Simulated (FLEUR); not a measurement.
**GdN: parallel and opposed starts**

A self-consistent run ends on one state, which hangs on the start. Several orders of GdN are started in FLEUR and their energies compared.

Method: PBEsol with U = 6.7 eV, J = 0.7 eV on Gd f; all-electron FLAPW, Dirac cores, scalar-relativistic bands, in FLEUR MaX-R8.1.

Most raw output is cut from this account.

The database entry behind the starting cell differs from later determinations by our own check (about 0.3 % long), so it need not match the best structure at ambient conditions.

### Step 1. Starting point

It takes space group Fm-3m (No. 225, cubic). The conventional cell has a = 4.999 Å, b = 4.999 Å, c = 4.999 Å, α = 90.00°, β = 90.00°, γ = 90.00°. Nearest to Gd lie 6 N at 2.50 Å. Nearest to N lie 6 Gd at 2.50 Å. Farther neighbours and most contacts between anions are not listed.

As a file:

```cif
data_structure
_symmetry_space_group_name_H-M 'P 1'
_symmetry_Int_Tables_number 1
_cell_length_a 3.5348
_cell_length_b 3.5348
_cell_length_c 3.5348
_cell_angle_alpha 60.000
_cell_angle_beta 60.000
_cell_angle_gamma 60.000
_cell_volume 31.23
loop_
_atom_site_label
_atom_site_type_symbol
_atom_site_fract_x
_atom_site_fract_y
_atom_site_fract_z
_atom_site_occupancy
Gd1 Gd 0.00000 0.00000 0.00000 1
N2 N 0.50000 0.50000 0.50000 1
```

### Step 2. Run 1 (ferro +)

The parallel start is the test of whether parallel moments hold. A Hubbard U acts on the open shell, since semilocal functionals spread its electrons too much.

The file n_mmp_mat seeds the f occupations with whole cubic orbitals by Hund's first rule, so that the U acts from the first pass. inpgen writes inp.xml from crystal.txt; cutoffs, mixing, functional, smearing and local orbitals are then set in the file. The k list default-1 (kpts.xml, not shown) is a Γ-centred 8×8×8 mesh; where the ranks do not divide the number of points, some are split in two of half the weight.

File inp.xml:

```
<?xml version="1.0" encoding="UTF-8" standalone="no"?>
<fleurInput fleurInputVersion="0.39">
   <comment>
      GdN
   </comment>
   <calculationSetup>
      <cutoffs Kmax="3.61" Gmax="10.8" GmaxXC="10.8" numbands="0"/>
      <scfLoop itmax="130" minDistance="0.0001" maxIterBroyd="15" imix="Anderson" alpha="0.05" precondParam="0.0" spinf="2.0" sdNocoIR="T"/>
      <coreElectrons ctail="T" frcor="F" kcrel="0" coretail_lmax="0"/>
      <xcFunctional name="PBEs" relativisticCorrections="F"/>
      <magnetism jspins="2"/>
      <soc l_soc="F" theta="0.0" phi="0.0" spav="F"/>
      <expertModes spex="0" secvar="F"/>
      <geometryOptimization l_f="F" forcealpha="1.0" forcemix="BFGS" epsdisp="0.00001" epsforce="0.00001"/>
      <ldaU l_linMix="F" mixParam="0.05" spinf="1.0"/>
   </calculationSetup>
   <cell>
      <bzIntegration valenceElectrons="23.0" mode="hist" fermiSmearingEnergy="0.00110248">
         <kPointListSelection listName="default-1"/>
         <xi:include xmlns:xi="http://www.w3.org/2001/XInclude" href="kpts.xml"> </xi:include>
      </bzIntegration>
      <xi:include xmlns:xi="http://www.w3.org/2001/XInclude" href="sym.xml"> </xi:include>
      <bulkLattice scale="1.0">
         <bravaisMatrix>
            <row-1>    0.0000000000000000     4.7233704484376995     4.7233704484376995</row-1>
            <row-2>    4.7233704484376995     0.0000000000000000     4.7233704484376995</row-2>
            <row-3>    4.7233704484376995     4.7233704484376995     0.0000000000000000</row-3>
         </bravaisMatrix>
      </bulkLattice>
   </cell>
   <atomSpecies>
      <species name="Gadolinium7.000" element="Gd" atomicNumber="64">
         <mtSphere radius="2.8" gridPoints="925" logIncrement="0.014"/>
         <atomicCutoffs lmax="10" lnonsphr="8"/>
         <electronConfig flipSpins="F">
            <coreConfig>(1s1/2) (2s1/2) (2p1/2) (2p3/2) (3s1/2) (3p1/2) (3p3/2) (4s1/2) (3d3/2) (3d5/2) (4p1/2) (4p3/2) (4d3/2) (4d5/2)</coreConfig>
            <valenceConfig>(5s1/2) (5p1/2) (5p3/2) (6s1/2) (4f5/2) (4f7/2) (5d3/2) (5d5/2)</valenceConfig>
            <stateOccupation state="(4f5/2)" spinUp="2.5" spinDown="0.5"/>
            <stateOccupation state="(4f7/2)" spinUp="4.0" spinDown="0.0"/>
            <stateOccupation state="(5d3/2)" spinUp="0.4" spinDown="0.0"/>
            <stateOccupation state="(5d5/2)" spinUp="0.6" spinDown="0.0"/>
         </electronConfig>
         <energyParameters s="6" p="6" d="5" f="4"/>
         <ldaU l="3" U="6.7" J="0.7" l_amf="F"/>
         <lo type="SCLO" l="0" n="5" eDeriv="0"/>
         <lo type="SCLO" l="1" n="5" eDeriv="0"/>
      </species>
      <species name="Nitrogen (N)" element="N" atomicNumber="7">
         <mtSphere radius="1.66" gridPoints="549" logIncrement="0.019"/>
         <atomicCutoffs lmax="6" lnonsphr="4"/>
         <electronConfig flipSpins="F">
            <coreConfig>(1s1/2)</coreConfig>
            <valenceConfig>(2s1/2) (2p1/2) (2p3/2)</valenceConfig>
            <stateOccupation state="(2p1/2)" spinUp="0.500000" spinDown="0.500000"/>
            <stateOccupation state="(2p3/2)" spinUp="1.000000" spinDown="1.000000"/>
         </electronConfig>
         <energyParameters s="2" p="2" d="3" f="4"/>
      </species>
   </atomSpecies>
   <atomGroups>
      <atomGroup species="Gadolinium7.000">
         <relPos label="                   1">.0000000000 .0000000000 .0000000000</relPos>
         <force calculate="T" relaxXYZ="TTT"/>
      </atomGroup>
      <atomGroup species="Nitrogen (N)">
         <relPos label="                   2">1.000/2.000 1.000/2.000 1.000/2.000</relPos>
         <force calculate="T" relaxXYZ="TTT"/>
      </atomGroup>
   </atomGroups>
   <output dos="F" band="F" slice="F">
      <bandDOS minEnergy="-.5*Htr" maxEnergy="0.5*Htr" sigma="0.015" storeEVData="T"/>
      <plotting iplot="0" polar="F">
         <plot TwoD="T" vec1="  1.0  0.0  0.0" vec2="  0.0  1.0  0.0" vec3="  0.0  0.0  1.0" zero="  0.0  0.0  0.0" file="plot"/>
      </plotting>
      <moessbauerParams electricFieldGradient="F" isomerShift="F" coreHyperfine="F" valenceHyperfine="F"/>
   </output>
</fleurInput>
```

File crystal.txt:

```
GdN
&input film=F cartesian=F /
0.00000000000  2.49950000000  2.49950000000
2.49950000000  0.00000000000  2.49950000000
2.49950000000  2.49950000000  0.00000000000
1.8897261246
1.0 1.0 1.0

2
64 0.00000000000  0.00000000000  0.00000000000 : 7.000
7 0.50000000000  0.50000000000  0.50000000000

&kpt div1=8 div2=8 div3=8 gamma=T /
```

The run is started by

```sh
$ OMP_NUM_THREADS=1 inpgen -f crystal.txt > inpgen.log  # inp.xml is then edited as shown
$ OMP_NUM_THREADS=1 mpirun -n 4 fleur_MPI > fleur.log
```

Run time: 9.8 s. Hardware: 4 MPI ranks of Arm Neoverse V2, shared host; peak memory 0.22 GiB.

This step gave:

```
free energy                                                       : -308342.7242 eV
program's band gap on this mesh (in a metal only a level spacing) : 0.1277 eV
magnetization                                                     : 7.000 μB
final state                                                       : ferromagnetic, with opposed induced moments
largest moment                                                    : 7.048 μB
```

After 18 cycles the largest moment stands at 7.05 μB.

### Step 3. Run 2 (antiferro q=(0,1/2,1/2) +-)

An opposed order shows whether neighbours prefer unlike signs.

The cell is doubled to 4 atoms to hold this order. The mesh is halved along the doubled vector, so that both cells sample the same points. The k list default-1 (kpts.xml, not shown) is a Γ-centred 8×4×8 mesh.

inp.xml, as its differences from that of step 2:

```diff
@@ -17,3 +17,3 @@
    <cell>
-      <bzIntegration valenceElectrons="23.0" mode="hist" fermiSmearingEnergy="0.00110248">
+      <bzIntegration valenceElectrons="46.0" mode="hist" fermiSmearingEnergy="0.00110248">
          <kPointListSelection listName="default-1"/>
@@ -25,4 +25,4 @@
             <row-1>    0.0000000000000000     4.7233704484376995     4.7233704484376995</row-1>
-            <row-2>    4.7233704484376995     0.0000000000000000     4.7233704484376995</row-2>
-            <row-3>    4.7233704484376995     4.7233704484376995     0.0000000000000000</row-3>
+            <row-2>    9.4467408968753990     0.0000000000000000     9.4467408968753990</row-2>
+            <row-3>    9.4467408968753990     4.7233704484376995     4.7233704484376995</row-3>
          </bravaisMatrix>
@@ -41,2 +41,18 @@
             <stateOccupation state="(5d5/2)" spinUp="0.6" spinDown="0.0"/>
+         </electronConfig>
+         <energyParameters s="6" p="6" d="5" f="4"/>
+         <ldaU l="3" U="6.7" J="0.7" l_amf="F"/>
+         <lo type="SCLO" l="0" n="5" eDeriv="0"/>
+         <lo type="SCLO" l="1" n="5" eDeriv="0"/>
+      </species>
+      <species name="Gadolinium-7.000" element="Gd" atomicNumber="64">
+         <mtSphere radius="2.8" gridPoints="925" logIncrement="0.014"/>
+         <atomicCutoffs lmax="10" lnonsphr="8"/>
+         <electronConfig flipSpins="F">
+            <coreConfig>(1s1/2) (2s1/2) (2p1/2) (2p3/2) (3s1/2) (3p1/2) (3p3/2) (4s1/2) (3d3/2) (3d5/2) (4p1/2) (4p3/2) (4d3/2) (4d5/2)</coreConfig>
+            <valenceConfig>(5s1/2) (5p1/2) (5p3/2) (6s1/2) (4f5/2) (4f7/2) (5d3/2) (5d5/2)</valenceConfig>
+            <stateOccupation state="(4f5/2)" spinUp="0.5" spinDown="2.5"/>
+            <stateOccupation state="(4f7/2)" spinUp="0.0" spinDown="4.0"/>
+            <stateOccupation state="(5d3/2)" spinUp="0.0" spinDown="0.4"/>
+            <stateOccupation state="(5d5/2)" spinUp="0.0" spinDown="0.6"/>
          </electronConfig>
@@ -64,4 +80,12 @@
       </atomGroup>
+      <atomGroup species="Gadolinium-7.000">
+         <relPos label="                   2">.0000000000 1.000/2.000 .0000000000</relPos>
+         <force calculate="T" relaxXYZ="TTT"/>
+      </atomGroup>
       <atomGroup species="Nitrogen (N)">
-         <relPos label="                   2">1.000/2.000 1.000/2.000 1.000/2.000</relPos>
+         <relPos label="                   3">1.000/2.000 .0000000000 1.000/2.000</relPos>
+         <force calculate="T" relaxXYZ="TTT"/>
+      </atomGroup>
+      <atomGroup species="Nitrogen (N)">
+         <relPos label="                   4">1.000/2.000 1.000/2.000 1.000/2.000</relPos>
          <force calculate="T" relaxXYZ="TTT"/>
```

File crystal.txt:

```
GdN
&input film=F cartesian=F /
0.00000000000  2.49950000000  2.49950000000
4.99900000000  0.00000000000  4.99900000000
4.99900000000  2.49950000000  2.49950000000
1.8897261246
1.0 1.0 1.0

4
64 0.00000000000  0.00000000000  0.00000000000 : 7.000
64 0.00000000000  0.50000000000  0.00000000000 : -7.000
7 0.50000000000  0.00000000000  0.50000000000
7 0.50000000000  0.50000000000  0.50000000000

&kpt div1=8 div2=4 div3=8 gamma=T /
```

The job ended after 59 s (4 MPI ranks; peak memory 0.42 GiB; 3.9 min of CPU time).

Spin moment in the muffin-tin sphere by atom:

```
atom  spin moment in the muffin-tin sphere (μB)
 Gd1                                       7.03
 Gd2                                      -7.03
  N3                                       0.04
  N4                                      -0.04
```

Numbers from this step:

- free energy: -616685.4329 eV
- program's band gap on this mesh (in a metal only a level spacing): 0.007214 eV
- magnetization: 0 μB
- final state: antiferromagnetic

It lies 7.74 meV a seeded atom over the first start, and its largest moment is 7.03 μB against 7.05 μB.

### Step 4. Start 3: antiferro q=(0,0,1/2) +-

The cell is doubled to 4 atoms to hold this order. The mesh is halved along the doubled vector, so that both cells sample the same points. The k list default-1 (kpts.xml, not shown) is a Γ-centred 8×8×4 mesh.

inp.xml, as its differences from that of step 3:

```diff
@@ -25,4 +25,4 @@
             <row-1>    0.0000000000000000     4.7233704484376995     4.7233704484376995</row-1>
-            <row-2>    9.4467408968753990     0.0000000000000000     9.4467408968753990</row-2>
-            <row-3>    9.4467408968753990     4.7233704484376995     4.7233704484376995</row-3>
+            <row-2>    4.7233704484376995     0.0000000000000000     4.7233704484376995</row-2>
+            <row-3>    9.4467408968753990     9.4467408968753990     0.0000000000000000</row-3>
          </bravaisMatrix>
@@ -81,3 +81,3 @@
       <atomGroup species="Gadolinium-7.000">
-         <relPos label="                   2">.0000000000 1.000/2.000 .0000000000</relPos>
+         <relPos label="                   2">.0000000000 .0000000000 1.000/2.000</relPos>
          <force calculate="T" relaxXYZ="TTT"/>
@@ -85,7 +85,4 @@
       <atomGroup species="Nitrogen (N)">
-         <relPos label="                   3">1.000/2.000 .0000000000 1.000/2.000</relPos>
-         <force calculate="T" relaxXYZ="TTT"/>
-      </atomGroup>
-      <atomGroup species="Nitrogen (N)">
-         <relPos label="                   4">1.000/2.000 1.000/2.000 1.000/2.000</relPos>
+         <relPos label="                   3">1.000/2.000 1.000/2.000 1.000/4.000</relPos>
+         <relPos label="                   4">1.000/2.000 1.000/2.000 -1.000/4.000</relPos>
          <force calculate="T" relaxXYZ="TTT"/>
```

File crystal.txt:

```
GdN
&input film=F cartesian=F /
0.00000000000  2.49950000000  2.49950000000
2.49950000000  0.00000000000  2.49950000000
4.99900000000  4.99900000000  0.00000000000
1.8897261246
1.0 1.0 1.0

4
64 0.00000000000  0.00000000000  0.00000000000 : 7.000
64 0.00000000000  0.00000000000  0.50000000000 : -7.000
7 0.50000000000  0.50000000000  0.25000000000
7 0.50000000000  0.50000000000  0.75000000000

&kpt div1=8 div2=8 div3=4 gamma=T /
```

The job ended after 53 s (4 MPI ranks; peak memory 0.4 GiB).

Spin moment in the muffin-tin sphere by atom:

```
atom  spin moment in the muffin-tin sphere (μB)
 Gd1                                       7.05
 Gd2                                      -7.05
  N3                                       0.00
  N4                                       0.00
```

This step gave:

```
free energy                                                       : -616685.4401 eV
program's band gap on this mesh (in a metal only a level spacing) : 1.18e-6 eV
magnetization                                                     : 0 μB
final state                                                       : antiferromagnetic
```

It lies 4.18 meV a seeded atom over the first start, and its largest moment is 7.05 μB against 7.05 μB.

### Step 5. Ranking

Free energies are divided by the number of seeded atoms, so that cells of unlike size compare. Wavevectors q in the names are fractions of the primitive cell's reciprocal vectors.

Orders:

```
                     start                                  final state  typed order kept  energy over the lowest (meV a seeded atom)  largest sphere moment (μB)  net moment (μB a primitive cell)  mesh matched  CPU time (s)
                   ferro +  ferromagnetic, with opposed induced moments               yes                                           0                       7.048                                 7           yes            38
antiferro q=(0,1/2,1/2) +-                            antiferromagnetic               yes                                       7.739                       7.031                                 0           yes         236.8
  antiferro q=(0,0,1/2) +-                            antiferromagnetic               yes                                       4.177                       7.046                                 0           yes         210.9
```

### Step 6. Spin–orbit coupling, moments along [001]

Spin–orbit coupling ties the spins to the lattice and lets orbital moments form.

A new self-consistent run of the start ferro +, with the moments along z. Here n_mmp_mat seeds f states of whole m by Hund's three rules. The k list default-1 (kpts.xml, not shown) is a Γ-centred 8×8×8 mesh.

inp.xml, as its differences from that of step 2:

```diff
@@ -6,3 +6,3 @@
    <calculationSetup>
-      <cutoffs Kmax="3.61" Gmax="10.8" GmaxXC="10.8" numbands="0"/>
+      <cutoffs Kmax="3.61" Gmax="10.8" GmaxXC="10.8" numbands="63"/>
       <scfLoop itmax="130" minDistance="0.0001" maxIterBroyd="15" imix="Anderson" alpha="0.05" precondParam="0.0" spinf="2.0" sdNocoIR="T"/>
@@ -11,3 +11,3 @@
       <magnetism jspins="2"/>
-      <soc l_soc="F" theta="0.0" phi="0.0" spav="F"/>
+      <soc l_soc="T" theta="0.0" phi="0.0" spav="F"/>
       <expertModes spex="0" secvar="F"/>
```

crystal.txt, as its differences from that of step 2:

```diff
@@ -12,2 +12,3 @@
 
+&soc 0.0000000 0.0000000 /
 &kpt div1=8 div2=8 div3=8 gamma=T /
```

The job ended after 34 s (4 MPI ranks; peak memory 0.3 GiB).

Numbers from this step:

```
free energy                                                       : -308343.0939 eV
program's band gap on this mesh (in a metal only a level spacing) : 0.06361 eV
magnetization                                                     : 6.991 μB
final state                                                       : ferromagnetic, with opposed induced moments
largest moment                                                    : 7.040 μB
orbital moment along the spin                                     : 0 μB
```

Orbital moment in the sphere, along the spin axis by atom:

```
atom  orbital moment in the sphere, along the spin axis (μB)
 Gd1                                                 -0.0006
  N2                                                 -0.0006
```

### Step 7. Results

```json
{
  "lowest state found": "ferromagnetic (typed ferro +)",
  "largest site spin moment": "7.05 μB",
  "next finished state": "antiferromagnetic, 4.18 meV a seeded atom higher",
  "orbital moment on the atom of largest spin, along its spin (spin–orbit run)": "-6.0e-4 μB",
  "spin plus orbital moment": "Gd 7.04 μB"
}
```

The lowest state found is ferromagnetic, reached from the start ferro +, with moments up to 7.05 μB. The next finished state costs 4.2 meV a seeded atom. The shell is near half filling, where Hund's rules give no orbital moment. This is the lowest of 3 finished starts, no proof of the ground state. The f shell is half filled, so the spin-only picture is fair.

[Logs and program files are shortened in this print: banners, set-up blocks, solver, clock and traceback lines can be left out without a mark of their own.]

[Logs are printed without paths, hosts, clocks, repeated set-up lines and the standing remarks that a program may print on its own settings, such as how far it seeks lower states.]

[Hosts, paths, dates, database ids (printed as entryN), source tags and the programs' standing remarks are cut or masked in the printed files.]

[Where a cell is said to come from a database of computed structures, the database is the Materials Project.]
